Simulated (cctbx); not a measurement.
# Lattice, Laue class and space group of a new crystal

Cell: a = 8.2550 Å, b = 8.2550 Å, c = 8.0290 Å, α = 90.00°, β = 90.00°, γ = 120.00°. Expected content of the cell: Mo8 Nb18 N2.

The data are simulated with cctbx, not measured: Ag Kα, λ = 0.56087 Å, to d = 0.7 Å, 80 % of the full sphere, strongest reflection 5000 counts, noise from counting, a 1.5 % proportional error and a noise floor of 2 counts (s.d.); no absorption, some extinction.

A first pass over the reflections prints:

```text
4722 reflections to d = 0.700 A
centring   violations  <I/sigma> of those
    A       1626 of  2382      9.6
    B       1606 of  2369      9.6
    C       1670 of  2365      9.7
    I       1617 of  2360      9.6
    R       2098 of  3122      9.4
    F       2451 of  3558      9.6
Laue class    unique    Rint  (classes that these axes allow; Friedel mates merged)
P -1             2835   0.033
P 1 1 2/m        1553   0.038
P -3              981   0.041
P -3 1 m          546   0.043
P -3 m 1          586   0.042
P 6/m             527   0.043
P 6/m m m         339   0.044
space group    extra absences  I>4sigma  <I/sigma>
P 6 2 2                 0          0         -  acentric
P 63 2 2                8          0       0.2  acentric
P 6 m m                 0          0         -  acentric
P 63 m c              229          0       0.1  acentric
P -6 m 2                0          0         -  acentric
P -6 2 m                0          0         -  acentric
P -6 2 c              229          0       0.1  acentric
P 6/m m m               0          0         -  centric
P 63/m m c            229          0       0.1  centric
Wilson B = 0.24 A^2   <|E^2-1|> = 0.907 (0.968 centric, 0.736 acentric)   E^2>4: 3.1 %
shell (A)         n   <I/sigma>
 8.03 - 1.40     55     36.2
 1.40 - 1.11     45     41.9
 1.11 - 0.97     40     24.5
 0.97 - 0.88     41     36.8
 0.88 - 0.82     38     39.1
 0.82 - 0.77     39     30.6
 0.77 - 0.73     39     27.3
 0.73 - 0.70     42     33.3
```

Q: Read the symmetry from these tables.

Every centring test has many violations, so the lattice is primitive.

Rint stays low (0.033 to 0.044) up to P 6/m m m, the highest class in these axes.

9 settings pass the absence test. The most absences obeyed, 229, belong to P 63 m c, P -6 2 c and P 63/m m c, which absences can't tell apart.

⟨|E²−1|⟩ = 0.907 leans to a centrosymmetric structure. The Wilson B of 0.24 Å² means U ≈ 0.0030 Å².

The true group is P6_3/mmc (no. 194), Laue class 6/mmm, centrosymmetric. The tables only narrow the choice to the tied entries; cell content, site symmetry and trial solutions must settle it.

This is a model crystal, built by substitution and not relaxed, with assumed displacement parameters.

[Logs are printed without paths, hosts, clocks, repeated set-up lines and the standing remarks that a program may print on its own settings, such as how far it seeks lower states.]
